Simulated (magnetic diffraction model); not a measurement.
# Magnetic neutron pattern of HoAl₂Hg₂

Space group I4/mmm (no. 139), a = 4.4620 Å, c = 11.5120 Å.

| site | atom | x | y | z |
| --- | --- | --- | --- | --- |
| 4e | Hg | 1/2 | 1/2 | 0.1226 |
| 2a | Ho | 0 | 0 | 0 |
| 4d | Al | 1/2 | 0 | 1/4 |

The compound is invented for this exercise: a known structure type with other elements, its cell scaled to their sizes and not relaxed.

Only Ho is taken to order (form factors of Ho3+); orders and moment sizes are assumed, and not adapted to the symmetry. Radiation: neutrons of λ = 2.41 Å, 3° to 100°; isotropic B of 0.29 Å² (Hg), 0.33 Å² (Ho) and 0.37 Å² (Al). The intensities are simulated: I ∝ L Σ (|F_N|² + |F_M⊥|²) for unpolarised neutrons, with F_M = 2.695 fm/μB × Σ f(s) S exp(2πi Q·r) exp(−B s²) at Q = H ± k (one set where k and −k are equivalent), only the part normal to Q counting and L = 1/(sin²θ cos θ). For collinear order S is the moment m, which repeats by lattice and centring translations R with the sign exp(−2πi k·R). Form factors are spin-only for 3d ions and dipole or tabulated for f ions, scattering lengths are Sears's of 1992, and absorption is left out. A label names one of the reflections at its angle. The strongest nuclear line in the range is 100, and lines under 0.2 are left out.

Assume the order k = (1/2 1/2 0), collinear moments along [101], 7.2 μB on Ho.

Predict the pattern, nuclear and magnetic parts apart.

```csv
2θ (°),index,nuclear,magnetic
22.02,(1/2 1/2 0),0.0,58.5
24.17,(0 0 2),0.5,0.0
25.16,(1/2 -1/2 1),0.0,71.3
32.92,(1/2 1/2 2),0.0,27.0
33.67,(1 0 1),32.4,0.0
43.13,(1/2 -1/2 3),0.0,10.7
44.91,(1 1 0),64.6,0.0
48.94,(1 0 3),100.0,0.0
49.50,(0 0 4),4.2,0.0
50.55,(3/2 -1/2 0),0.0,20.5
51.64,(1 1 2),35.4,0.0
52.16,(3/2 1/2 1),0.0,36.4
54.80,(1/2 1/2 4),0.0,5.0
56.79,(3/2 -1/2 2),0.0,26.6
64.02,(3/2 1/2 3),0.0,17.2
65.38,(2 0 0),80.7,0.0
67.71,(1/2 -1/2 5),0.0,2.6
69.04,(1 1 4),54.0,0.0
69.90,(3/2 3/2 0),0.0,5.1
70.80,(2 0 2),0.3,0.0
71.23,(3/2 -3/2 1),0.0,9.6
72.16,(1 0 5),64.4,0.0
73.46,(3/2 -1/2 4),0.0,10.7
75.17,(3/2 3/2 2),0.0,7.9
75.59,(2 1 1),17.1,0.0
81.58,(3/2 -3/2 3),0.0,6.0
82.06,(1/2 1/2 6),0.0,1.6
84.98,(3/2 1/2 5),0.0,6.7
85.79,(2 1 3),89.2,0.0
86.22,(2 0 4),7.8,0.0
87.03,(5/2 1/2 0),0.0,6.6
88.28,(5/2 -1/2 1),0.0,12.6
90.40,(3/2 3/2 4),0.0,4.3
92.05,(5/2 1/2 2),0.0,11.1
94.62,(1 1 6),10.2,0.0
98.36,(5/2 -1/2 3),0.0,9.1
98.43,(1/2 -1/2 7),0.0,1.0
98.83,(3/2 -1/2 6),0.0,4.4
99.61,(2 2 0),51.0,0.0
```

The strongest magnetic line in the range is (1/2 -1/2 1) at 25.16° (71.3). On top of the Lorentz factor, which all lines share, magnetic lines fade with angle because f falls: for Ho3+ it is 0.96, 0.85, 0.71 and 0.44 at sin θ/λ = 0.1, 0.2, 0.3 and 0.5 Å⁻¹, while nuclear lengths stay constant. The order has no net moment.

[Logs are printed without paths, hosts, clocks, repeated set-up lines and the standing remarks that a program may print on its own settings, such as how far it seeks lower states.]
